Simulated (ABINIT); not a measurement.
Planning a run of ABINIT 10.8.3 on SrCl2 (Fm-3m). The input:

```
acell 3*1.0 Angstrom
rprim 
  -0.000000000000 3.488350000000 3.488350000000
  3.488350000000 -0.000000000000 3.488350000000
  3.488350000000 3.488350000000 -0.000000000000
ntypat 2
znucl 38 17
natom 3
typat 1 2 2
xred 
  0.000000000000 0.000000000000 0.000000000000
  0.250000000000 0.250000000000 0.250000000000
  0.750000000000 0.750000000000 0.750000000000
pp_dirpath "pseudos"
pseudos "Sr.upf, Cl.upf"
ecut 28
iscf -2
irdden 1
kptopt 0
nkpt 50
kpt 
  0.00000000 0.00000000 0.00000000
  0.06250000 0.00000000 0.06250000
  0.12500000 0.00000000 0.12500000
  0.18750000 0.00000000 0.18750000
  0.25000000 0.00000000 0.25000000
  0.31250000 0.00000000 0.31250000
  0.37500000 0.00000000 0.37500000
  0.43750000 0.00000000 0.43750000
  0.50000000 0.00000000 0.50000000
  0.51562500 0.03125000 0.51562500
  0.53125000 0.06250000 0.53125000
  0.54687500 0.09375000 0.54687500
  0.56250000 0.12500000 0.56250000
  0.57812500 0.15625000 0.57812500
  0.59375000 0.18750000 0.59375000
  0.60937500 0.21875000 0.60937500
  0.62500000 0.25000000 0.62500000
  0.37500000 0.37500000 0.75000000
  0.32812500 0.32812500 0.65625000
  0.28125000 0.28125000 0.56250000
  0.23437500 0.23437500 0.46875000
  0.18750000 0.18750000 0.37500000
  0.14062500 0.14062500 0.28125000
  0.09375000 0.09375000 0.18750000
  0.04687500 0.04687500 0.09375000
  0.00000000 0.00000000 0.00000000
  0.06250000 0.06250000 0.06250000
  0.12500000 0.12500000 0.12500000
  0.18750000 0.18750000 0.18750000
  0.25000000 0.25000000 0.25000000
  0.31250000 0.31250000 0.31250000
  0.37500000 0.37500000 0.37500000
  0.43750000 0.43750000 0.43750000
  0.50000000 0.50000000 0.50000000
  0.50000000 0.46875000 0.53125000
  0.50000000 0.43750000 0.56250000
  0.50000000 0.40625000 0.59375000
  0.50000000 0.37500000 0.62500000
  0.50000000 0.34375000 0.65625000
  0.50000000 0.31250000 0.68750000
  0.50000000 0.28125000 0.71875000
  0.50000000 0.25000000 0.75000000
  0.50000000 0.21875000 0.71875000
  0.50000000 0.18750000 0.68750000
  0.50000000 0.15625000 0.65625000
  0.50000000 0.12500000 0.62500000
  0.50000000 0.09375000 0.59375000
  0.50000000 0.06250000 0.56250000
  0.50000000 0.03125000 0.53125000
  0.50000000 0.00000000 0.50000000
istwfk *1
nband 19
nbdbuf 2
tolwfr 1e-08
nstep 40
prtwf 0
prtvol 0
indata_prefix "in"
outdata_prefix "out"
tmpdata_prefix "tmp"
```

```sh
OMP_NUM_THREADS=1 mpirun -n 4 abinit run.abi > log
```

Estimate wall time and host memory on 4 MPI ranks of Arm Neoverse V2, shared host.

It took 16 s; on shared hardware allow 8.1 s to 32 s. Peak host memory was 0.32 GiB.

[Paths, hosts, dates, memory and timing lines, banners, echoed tables and standing remarks are left out of the program output.]

[Logs are printed without paths, hosts, clocks, repeated set-up lines and the standing remarks that a program may print on its own settings, such as how far it seeks lower states.]

[Runs of the session that timed out or met a known fault of the program may be left out.]

[No measured gap is set beside runs whose start may be inverted or whose files or cutoffs have a known fault.]

[Hosts, paths, dates, database ids (printed as entryN), source tags and the programs' standing remarks are cut or masked in the printed files.]

[G0W0 gaps are taken among the corrected bands and points alone; a level outside them can change the order at an edge.]

[Where Ansatz stands beside ABINIT at settings called matched, ABINIT's density can come from a denser mesh and the files from another edition; pairs whose starting gaps differed by over 0.03 eV were left out, so agreement reads better than it is.]
